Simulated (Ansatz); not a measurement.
## Photoemission of Si(111) with F on 75 % of the top atoms and H on the rest

Wanted: the XPS lines and the band structure of Si(111) with F on 75 % of the top atoms and H on the rest.

Method: DFT, PBE, plane-wave PAW, default files, scalar-relativistic, in Ansatz 0.2.0.

## 1. Set-up

The cell holds 32 atoms: 3 F, 5 H and 24 Si. Its edges and angles: a = 7.679 Å, b = 7.679 Å, c = 24.144 Å, α = 90.0°, β = 90.0°, γ = 60.0°. It derives from Si. How the cell was made: terminated face; group: F; share of top atoms: 0.75; rest: H; oxygen in back bonds: 0; lower face: H. Regions: ad, 4 atoms (3 F and 1 H); L1, 4 atoms (4 Si); L2, 4 atoms (4 Si); L3, 4 atoms (4 Si); mid, 4 atoms (4 Si); rest, 12 atoms (8 Si and 4 H). Vacuum lies along c.

## 2. Relaxation

Levels and vacuum steps follow bond lengths, so the atoms are relaxed first. 12 atoms are held to stand for the bulk. A dipole correction cancels the field between unlike faces.

input.yaml reads:

```yaml
crystal:
  lattice:
    - [7.6791796437, 0.0, 0.0]
    - [3.8395898218, 6.6503646517, 0.0]
    - [0.0, 0.0, 24.1437769138]
  atoms:
    - { symbol: F, position: [0.0, 0.0, 0.710070217] }
    - { symbol: F, position: [0.5, 0.0, 0.710070217] }
    - { symbol: F, position: [0.0, 0.5, 0.710070217] }
    - { symbol: H, position: [0.5, 0.5, 0.699301397] }
    - { symbol: Si, position: [0.0, 0.0, 0.642557996] }
    - { symbol: Si, position: [0.5, 0.0, 0.642557996] }
    - { symbol: Si, position: [0.0, 0.5, 0.642557996] }
    - { symbol: Si, position: [0.5, 0.5, 0.642557996] }
    - { symbol: Si, position: [0.833333333, 0.333333333, 0.610096091] }
    - { symbol: Si, position: [0.333333333, 0.333333333, 0.610096091] }
    - { symbol: Si, position: [0.833333333, 0.833333333, 0.610096091] }
    - { symbol: Si, position: [0.333333333, 0.833333333, 0.610096091] }
    - { symbol: Si, position: [0.833333333, 0.333333333, 0.512710377] }
    - { symbol: Si, position: [0.333333333, 0.333333333, 0.512710377] }
    - { symbol: Si, position: [0.833333333, 0.833333333, 0.512710377] }
    - { symbol: Si, position: [0.333333333, 0.833333333, 0.512710377] }
    - { symbol: Si, position: [0.166666667, 0.166666667, 0.480248472] }
    - { symbol: Si, position: [0.666666667, 0.166666667, 0.480248472] }
    - { symbol: Si, position: [0.166666667, 0.666666667, 0.480248472] }
    - { symbol: Si, position: [0.666666667, 0.666666667, 0.480248472] }
    - { symbol: Si, position: [0.166666667, 0.166666667, 0.382862757] }
    - { symbol: Si, position: [0.666666667, 0.166666667, 0.382862757] }
    - { symbol: Si, position: [0.166666667, 0.666666667, 0.382862757] }
    - { symbol: Si, position: [0.666666667, 0.666666667, 0.382862757] }
    - { symbol: Si, position: [0.0, 0.0, 0.350400852] }
    - { symbol: Si, position: [0.5, 0.0, 0.350400852] }
    - { symbol: Si, position: [0.0, 0.5, 0.350400852] }
    - { symbol: Si, position: [0.5, 0.5, 0.350400852] }
    - { symbol: H, position: [0.0, 0.0, 0.289929783] }
    - { symbol: H, position: [0.5, 0.0, 0.289929783] }
    - { symbol: H, position: [0.0, 0.5, 0.289929783] }
    - { symbol: H, position: [0.5, 0.5, 0.289929783] }
kpoints:
  mp_grid: { grid: [3, 3, 1] }
scf:
  occupations: { method: fermi_dirac, width: 0.02 }
  n_extra_bands: 23
hamiltonian:
  xc: pbe
  pseudopotentials: { kind: paw }
output:
  forces: true
  write_potential: true
  volumetric_format: []
efield:
  axis: 3
  dipole_correction: true
relax:
  f_tol: 0.03
  max_steps: 70
  constraints: [{ sites: [20, 21, 22, 23, 24, 25, 26, 27, 28, 29, 30, 31] }]
```

Launch:

```sh
$ ansatz run input.yaml --threads 4 --pin off --max-ram 11264MiB --backend cpu --events-out ev --progress --plain --runs-dir out
```

Numbers of over 12 decimals in the logs are rounded to 6 here.

Log:

```text
scf.n_extra_bands = 23 over 61 filled bands (N_el = 122.0): the run solves 84 bands
Engine: ansatz 0.2.0, aarch64-unknown-linux-gnu
Pseudopotentials: kind: paw
Pseudopotential: F, paw, valence charge 7, recommended cutoff 420 eV (normal), F.paw.azcp
Pseudopotential: H, paw, valence charge 1, recommended cutoff 420 eV (normal), H.paw.azcp
Pseudopotential: Si, paw, valence charge 4, recommended cutoff 420 eV (normal), Si.paw.azcp
Functional definition: PBE
  parameter kappa = 0.804
  parameter beta = 0.066725
  exchange = pbe_x(kappa = kappa, mu = beta*pi^2/3)
  correlation = pbe_c(beta = beta)
Crystal: 32 atoms, lattice volume = 1233.007 Å³
Basis set: ecut = 420 eV, 24051 PW (Γ), exchange–correlation on 108×108×324 points (8 copies of the dense FFT grid, shifted against one another)
Bands: 84, of which v1, the nominal top of the filled ones, is band 61 counted from 1 (60 counted from 0)
Symmetry: 6 space group operations
Space group: P3m1 (ITA 156), of the structure as read, at distance tolerance 1.1e-4 Å
k-points: 3 of 9 (time reversal used)
Non-local potential: F, projectors of the file, l = 0: 2, l = 1: 2, l = 2: 1
Non-local potential: H, projectors of the file, l = 0: 2, l = 1: 1
Non-local potential: Si, projectors of the file, l = 0: 2, l = 1: 2, l = 2: 2
PAW form: soft (Blöchl's): semilocal exchange-correlation on the pseudo side does not see the compensation charge
PAW one-centre angular grid: F, 110 points (default); XC on 64 Gauss nodes
PAW one-centre angular grid: H, 110 points (default); XC on 64 Gauss nodes
PAW one-centre angular grid: Si, 110 points (default); XC on 64 Gauss nodes
Initial density: superposition of atomic densities (neutral atoms: chi_scale 0, normalization atom), corrected by the library's trained network
Initial wavefunctions: pseudopotential atomic-orbital guess
Functional: x = pbe(κ = 0.804, μ = 0.219515), c = pbe(β = 0.066725)
SCF iter   1: F=—  HF=-17765.246460 eV  |F-HF|=—  |Δ(HF+E_count)|=         —  Δρ=2.01e-3  dr2=4.71e-1  ethr=1.77e-3  p=-0.427 e·Å  D=-6.26e-2 V/Å  ΔV_dip=1.51 eV  dr2_dipole=2.50e-2  V_vac-E_F(+/−)=5.15/3.64 eV  ⟨swp⟩=9.0  Hψ=1459  notcnv=0  defer=12
efield: sawtooth ramp at fractional position 0.9500 (placed from the atoms, in the widest stretch of the axis that holds none; the zero of the levels goes with the place), width 0.1000; the density the first Hamiltonian is built on has a dipole p = -0.427 e·Å; the dipole correction subtracts the counter field D = -6.26e-2 V/Å, which shifts the + side's vacuum level by +1.51 eV against the − side's; the planar-averaged density in the ramp window peaks in size at 8.8e-6 e/Å³
preconditioner: auto → Resta (q_TF=auto, 1.855 Å⁻¹)  ε∞=3.0  [insulator: Δε(μ)=1.015 eV  Ē_g=8.040 eV  σ=0.020 eV  W_gap=1.00  n_scr=134 (ndim 8)  ℏωp=11.4 eV  f_vac=0.512  D(μ)=0.00/eV (n_scr^D=0)  ε∞_Penn≈3.0  vacuum switching on, ρ_ref=4.7e-3 e/Å³]
SCF iter   2: F=—  HF=-17765.179964 eV  |F-HF|=—  |Δ(HF+E_count)|=   6.65e-2  Δρ=9.99e-4  dr2=3.70e-2  ethr=3.86e-4  p=-0.352 e·Å  D=-5.17e-2 V/Å  ΔV_dip=1.25 eV  dr2_dipole=1.56e-2  V_vac-E_F(+/−)=5.39/4.14 eV  ⟨swp⟩=3.3  Hψ=380  notcnv=0  defer=38
SCF iter   3: F=—  HF=-17765.176593 eV  |F-HF|=—  |Δ(HF+E_count)|=   3.37e-3  Δρ=5.05e-4  dr2=8.01e-3  ethr=3.03e-5  p=-0.423 e·Å  D=-6.21e-2 V/Å  ΔV_dip=1.50 eV  dr2_dipole=6.66e-4  V_vac-E_F(+/−)=5.51/4.01 eV  ⟨swp⟩=3.3  Hψ=333  notcnv=0  defer=38
SCF iter   4: F=—  HF=-17765.178916 eV  |F-HF|=—  |Δ(HF+E_count)|=   2.32e-3  Δρ=2.35e-4  dr2=2.19e-3  ethr=6.57e-6  p=-0.420 e·Å  D=-6.16e-2 V/Å  ΔV_dip=1.49 eV  dr2_dipole=4.73e-4  V_vac-E_F(+/−)=5.55/4.06 eV  ⟨swp⟩=2.0  Hψ=429  notcnv=0  defer=38
SCF iter   5: F=—  HF=-17765.179370 eV  |F-HF|=—  |Δ(HF+E_count)|=   4.54e-4  Δρ=1.05e-4  dr2=1.86e-4  ethr=1.79e-6  p=-0.440 e·Å  D=-6.46e-2 V/Å  ΔV_dip=1.56 eV  dr2_dipole=2.76e-6  V_vac-E_F(+/−)=5.64/4.08 eV  ⟨swp⟩=2.0  Hψ=386  notcnv=0  defer=38
SCF iter   6: F=—  HF=-17765.179358 eV  |F-HF|=—  |Δ(HF+E_count)|=   1.25e-5  Δρ=5.52e-5  dr2=2.86e-5  ethr=1.52e-7  p=-0.442 e·Å  D=-6.49e-2 V/Å  ΔV_dip=1.57 eV  dr2_dipole=1.25e-6  V_vac-E_F(+/−)=5.65/4.09 eV  ⟨swp⟩=2.0  Hψ=406  notcnv=0  defer=38
SCF iter   7: F=-17765.179373 eV  HF=-17765.179372 eV  |F-HF|=8.21e-7  |Δ(HF+E_count)|=   1.38e-5  Δρ=1.28e-5  dr2=3.06e-6  ethr=1.84e-8  p=-0.443 e·Å  D=-6.50e-2 V/Å  ΔV_dip=1.57 eV  dr2_dipole=1.61e-7  V_vac-E_F(+/−)=5.66/4.09 eV  ⟨swp⟩=12.0  Hψ=2445  notcnv=0
SCF 1 converged in 7 iterations: F = -17765.179373 eV  dr2 = 3.06e-6
  greatest PAW one-centre occupation: 0.933 electrons in one spin orbital (limit 2), on the F atom at site 0 (counted from 0), in its partial waves of l = 0
relax step   1: F+E_penalty+E_count = -17765.17937254 eV  Δ(F+E_penalty+E_count) = +0.000e0 eV  max|allowed force component| = 2.818e0 eV/Å  Δτ_max = 0.0000 Å  (7 SCF iters, dr2 threshold 2.25e-5 eV, accepted)
Initial density: handed on by an earlier stage of this run
Initial wavefunctions: those handed on with the density
iter 1 solved again at ethr=6.87e-5 eV; its pass at ethr=3.10e-3 eV (dr2=8.38e-2 eV) is discarded
SCF iter   1: F=—  HF=-17765.349450 eV  |F-HF|=—  |Δ(HF+E_count)|=         —  Δρ=3.10e-3  dr2=8.32e-2  ethr=6.87e-5  p=-0.443 e·Å  D=-6.50e-2 V/Å  ΔV_dip=1.57 eV  dr2_dipole=9.64e-5  V_vac-E_F(+/−)=5.64/4.07 eV  ⟨swp⟩=2.0  Hψ=908  notcnv=0  defer=38
efield: sawtooth ramp at fractional position 0.9500 (handed on by an earlier solve), width 0.1000; the density the first Hamiltonian is built on has a dipole p = -0.443 e·Å; the dipole correction subtracts the counter field D = -6.50e-2 V/Å, which shifts the + side's vacuum level by +1.57 eV against the − side's; the planar-averaged density in the ramp window peaks in size at 2.9e-6 e/Å³
preconditioner: auto → Resta (q_TF=auto, 1.855 Å⁻¹)  ε∞=3.0  [insulator: Δε(μ)=1.017 eV  Ē_g=8.010 eV  σ=0.020 eV  W_gap=1.00  n_scr=134 (ndim 8)  ℏωp=11.4 eV  f_vac=0.507  D(μ)=0.00/eV (n_scr^D=0)  ε∞_Penn≈3.0  vacuum switching on, ρ_ref=4.7e-3 e/Å³]
SCF iter   2: F=—  HF=-17765.334982 eV  |F-HF|=—  |Δ(HF+E_count)|=   1.45e-2  Δρ=1.52e-3  dr2=1.80e-2  ethr=6.82e-5  p=-0.448 e·Å  D=-6.58e-2 V/Å  ΔV_dip=1.59 eV  dr2_dipole=1.05e-4  V_vac-E_F(+/−)=5.66/4.07 eV  ⟨swp⟩=2.3  Hψ=366  notcnv=0  defer=38
SCF iter   3: F=—  HF=-17765.332112 eV  |F-HF|=—  |Δ(HF+E_count)|=   2.87e-3  Δρ=3.68e-4  dr2=3.04e-3  ethr=1.47e-5  p=-0.430 e·Å  D=-6.30e-2 V/Å  ΔV_dip=1.52 eV  dr2_dipole=8.06e-4  V_vac-E_F(+/−)=5.61/4.09 eV  ⟨swp⟩=2.7  Hψ=404  notcnv=0  defer=38
[...]
preconditioner: auto → Resta (q_TF=auto, 1.855 Å⁻¹)  ε∞=3.0  [insulator: Δε(μ)=1.030 eV  Ē_g=8.006 eV  σ=0.020 eV  W_gap=1.00  n_scr=134 (ndim 8)  ℏωp=11.4 eV  f_vac=0.508  D(μ)=0.00/eV (n_scr^D=0)  ε∞_Penn≈3.0  vacuum switching on, ρ_ref=4.6e-3 e/Å³]
SCF iter   2: F=—  HF=-17765.361100 eV  |F-HF|=—  |Δ(HF+E_count)|=   1.34e-3  Δρ=4.07e-6  dr2=2.53e-7  ethr=5.75e-10  p=-0.439 e·Å  D=-6.44e-2 V/Å  ΔV_dip=1.56 eV  dr2_dipole=7.62e-8  V_vac-E_F(+/−)=5.63/4.08 eV  ⟨swp⟩=3.0  Hψ=404  notcnv=0  defer=38
SCF iter   3: F=-17765.361100 eV  HF=-17765.361100 eV  |F-HF|=4.13e-8  |Δ(HF+E_count)|=   2.74e-8  Δρ=2.40e-6  dr2=7.07e-8  ethr=8.20e-11  p=-0.439 e·Å  D=-6.45e-2 V/Å  ΔV_dip=1.56 eV  dr2_dipole=3.27e-9  V_vac-E_F(+/−)=5.63/4.08 eV  ⟨swp⟩=9.7  Hψ=1675  notcnv=0
SCF 5 converged in 3 iterations: F = -17765.361100 eV  dr2 = 7.07e-8
relax step   5: F+E_penalty+E_count = -17765.36109979 eV  Δ(F+E_penalty+E_count) = -5.117e-7 eV  max|allowed force component| = 1.179e-2 eV/Å  Δτ_max = 0.0000 Å  (3 SCF iters, accepted)
NSCF: frozen V_eff on 3 k-points
the band table was solved once a step of the walk had ended and its energy, with any forces and stress, was formed, with the checks that follow a solve (1645 applications of the Hamiltonian). They found nothing against the state; the energy, forces and stress were not computed again (output.eigenvalues in the input reference)
WARN: The output density's exchange-correlation potential varies sharply where the density is thin. Do not read a vacuum level from v_tot or v_xc, or from such a field of the output density. On a cell that repeats whose density bears no net charge and no dipole along the vacuum's axis use v_es (v_loc + v_h of the components); under efield.dipole_correction with no amplitude use v_es + v_field, which holds any externa [...]
SCF converged after 3 iterations
Free energy (F): -17765.361100 eV
Harris-Foulkes:  -17765.361100 eV  (|F-HF|=4.13e-8)
Internal energy: -17765.361100 eV  (E = F + TS)
E sigma→0 (E₀):  -17765.361100 eV
Fermi energy:    -0.061429 eV
Dipole field:    D = -0.064434 V/Å  (p = -0.439053 e·Å, saw-weighted, corrected)
Work function:   Φ+ = 5.6323 eV   Φ− = 4.0766 eV
Levels:          The Fermi level and band energies are counted from a zero that moves with the ramp; work functions are not
--- Per-component energies (eV) ---
  E_band       = -807.393305
  E_kinetic    = 1659.411936
  E_local      = -33640.443815  (includes V_loc(G=0)·N_el)
  E_nonlocal   = 850.177864
  E_hartree    = 16031.737434
  E_xc         = -1606.860455
  E_vxc        = -1483.644502  (∫ρ·V_xc dr)
  E_paw        = -12912.053422  (= ΣΔE_a)
  E_vpaw       = -261.866480  (= ΣTr[D̂ρ^β])
  E_aug_tail   = 0.000095  (compensation charges beyond the density's cutoff)
  E_efield     = 0.014145  (sawtooth field / dipole correction)
  E_vefield    = 5.488841  (∫n·V_field dr)
  E_ewald      = 11852.655117
  E_smearing   = -0.000000  (= −TS)
  E_closure    = -0.000000  (closes the sum)
  Σ components = -17765.361100   (vs F -17765.361100, Δ=0.00e0)
--- Forces (eV/Å), atoms counted from 1 ---
  atom   1  F      0.00607299     0.00350624    -0.00795277
  atom   2  F     -0.00607299     0.00350624    -0.00795277
  atom   3  F      0.00000000    -0.00701248    -0.00795277
  atom   4  H      0.00000000    -0.00000000     0.01178687
  atom   5  Si    -0.00554707    -0.00320260     0.01089816
  atom   6  Si     0.00554707    -0.00320260     0.01089816
  atom   7  Si    -0.00000000     0.00640520     0.01089816
  atom   8  Si    -0.00000000    -0.00000000     0.00567333
  atom   9  Si     0.00143701    -0.00082966    -0.00520323
  atom  10  Si    -0.00143701    -0.00082966    -0.00520323
  atom  11  Si     0.00000000     0.00000000    -0.00772978
  atom  12  Si    -0.00000000     0.00165931    -0.00520323
  atom  13  Si     0.00303008    -0.00174942     0.00062226
  atom  14  Si    -0.00303008    -0.00174942     0.00062226
  atom  15  Si    -0.00000000    -0.00000000     0.00683355
  atom  16  Si    -0.00000000     0.00349883     0.00062226
  atom  17  Si     0.00000000     0.00000000     0.01088612
  atom  18  Si     0.00000000    -0.00258718    -0.00795493
  atom  19  Si    -0.00224056     0.00129359    -0.00795493
  atom  20  Si     0.00224056     0.00129359    -0.00795493
  atom  21  Si    -0.00000000    -0.00000000    -0.07805765
  atom  22  Si    -0.00000000     0.00442015    -0.07523403
  atom  23  Si     0.00382796    -0.00221007    -0.07523403
  atom  24  Si    -0.00382796    -0.00221007    -0.07523403
  atom  25  Si    -0.00235791    -0.00136134     0.85305452
  atom  26  Si     0.00235791    -0.00136134     0.85305452
  atom  27  Si    -0.00000000     0.00272268     0.85305452
  atom  28  Si     0.00000000     0.00000000     0.84496400
  atom  29  H     -0.00001607    -0.00000928    -0.77464748
  atom  30  H      0.00001607    -0.00000928    -0.77464748
  atom  31  H     -0.00000000     0.00001856    -0.77464748
  atom  32  H     -0.00000000     0.00000000    -0.77528360
  max |Σ_I F_I| component: 1.80e-4 eV/Å
--- Band table (eV) ---
  k-point 0: bands = [... 57 lower, -1.0153, -1.0153, -0.5748, -0.5748, 0.4550, 0.4550, 0.4777, 1.0106, ... 19 higher]
  k-point 1: bands = [... 57 lower, -1.9650, -1.5951, -1.4926, -0.9660, 0.5949, 1.2143, 1.2936, 1.2991, ... 19 higher]
  k-point 2: bands = [... 57 lower, -2.3152, -1.9505, -1.9065, -1.7703, 1.4871, 1.6296, 1.7200, 2.0431, ... 19 higher]
--- Relaxed structure (5 steps of the walk, 5 accepted, 0 SCFs on fresh bases) ---
  F+E_penalty+E_count = -17765.36109979 eV   max|allowed force component| = 1.179e-2 eV/Å
  atoms:
    - { symbol: F, position: [-0.000725908, -0.000725908, 0.710456] }
    - { symbol: F, position: [0.501452, -0.000725908, 0.710456] }
    - { symbol: F, position: [-0.000725908, 0.501452, 0.710456] }
    - { symbol: H, position: [0.500000, 0.500000, 0.706644] }
    - { symbol: Si, position: [8.738364376481996e-5, 8.73836437648203e-5, 0.643115] }
    - { symbol: Si, position: [0.499825, 8.738364376482004e-5, 0.643115] }
    - { symbol: Si, position: [8.738364376481567e-5, 0.499825, 0.643115] }
    - { symbol: Si, position: [0.500000, 0.500000, 0.644627] }
    - { symbol: Si, position: [0.831847, 0.334077, 0.611775] }
    - { symbol: Si, position: [0.334077, 0.334077, 0.611775] }
    - { symbol: Si, position: [0.833333, 0.833333, 0.611414] }
    - { symbol: Si, position: [0.334077, 0.831847, 0.611775] }
    - { symbol: Si, position: [0.833671, 0.333164, 0.513791] }
    - { symbol: Si, position: [0.333164, 0.333164, 0.513791] }
    - { symbol: Si, position: [0.833333, 0.833333, 0.513381] }
    - { symbol: Si, position: [0.333164, 0.833671, 0.513791] }
    - { symbol: Si, position: [0.166667, 0.166667, 0.480606] }
    - { symbol: Si, position: [0.666492, 0.167017, 0.480638] }
    - { symbol: Si, position: [0.167017, 0.666492, 0.480638] }
    - { symbol: Si, position: [0.666492, 0.666492, 0.480638] }
    - { symbol: Si, position: [0.166667, 0.166667, 0.382862757] }
    - { symbol: Si, position: [0.666667, 0.166667, 0.382862757] }
    - { symbol: Si, position: [0.166667, 0.666667, 0.382862757] }
    - { symbol: Si, position: [0.666667, 0.666667, 0.382862757] }
    - { symbol: Si, position: [0.0, 0.0, 0.350400852] }
    - { symbol: Si, position: [0.500000, 0.0, 0.350400852] }
    - { symbol: Si, position: [-2.7755575615628914e-17, 0.500000, 0.350400852] }
    - { symbol: Si, position: [0.500000, 0.500000, 0.350400852] }
    - { symbol: H, position: [0.0, 0.0, 0.289929783] }
    - { symbol: H, position: [0.500000, 0.0, 0.289929783] }
    - { symbol: H, position: [-2.7755575615628914e-17, 0.500000, 0.289929783] }
    - { symbol: H, position: [0.500000, 0.500000, 0.289929783] }
```

It took 44 s on 4 threads of Arm Neoverse V1, shared host; peak memory 1.8 GiB; 2.8 min of CPU time.

Step by step:

| step | energy less that of the first step (eV) | largest force component (eV/Å) |
| --- | --- | --- |
| 1 | 0.0000 | 2.8181 |
| 2 | -0.1523 | 1.0649 |
| 3 | -0.1720 | 0.2436 |
| 4 | -0.1817 | 0.0118 |
| 5 | -0.1817 | 0.0118 |

The run keeps the 6 symmetry operations that it works with, so distortions that break them were not tested.

The atoms that moved most (Å):

| atom | dx | dy | dz | length |
| --- | --- | --- | --- | --- |
| H4 | 0.000 | 0.000 | 0.177 | 0.177 |
| Si8 | 0.000 | 0.000 | 0.050 | 0.050 |
| Si10 | 0.009 | 0.005 | 0.041 | 0.042 |
| Si9 | -0.009 | 0.005 | 0.041 | 0.042 |
| Si12 | 0.000 | -0.010 | 0.041 | 0.042 |
| Si11 | 0.000 | 0.000 | 0.032 | 0.032 |
| Si16 | 0.000 | 0.002 | 0.026 | 0.026 |
| Si13 | 0.002 | -0.001 | 0.026 | 0.026 |

Numbers from this step:

| Item | Value |
| --- | --- |
| free energy | -17765.3611 eV |
| Fermi energy | -0.06143 eV |
| symmetry operations | 6 |
| gap on the k-mesh | 1.030 eV |
| ionisation potential, upper face | 6.146 eV |
| upper vacuum level less the lowest empty level (Kohn–Sham affinity) | 5.116 eV |
| ionisation potential, lower face | 4.590 eV |

The relaxation ends 5.7 meV an atom lower, with a largest force component of 0.012 eV/Å on the free atoms.

(Continued in part 2 of 3.)

[Logs are printed without paths, hosts, clocks, repeated set-up lines and the standing remarks that a program may print on its own settings, such as how far it seeks lower states.]

[Hosts, paths, dates, database ids (printed as entryN), source tags and the programs' standing remarks are cut or masked in the printed files.]

[Maps of the electrostatic potential energy from Ansatz leave out the sawtooth potential of an applied field or a dipole correction, so their vacuum need not be flat; work functions include it.]
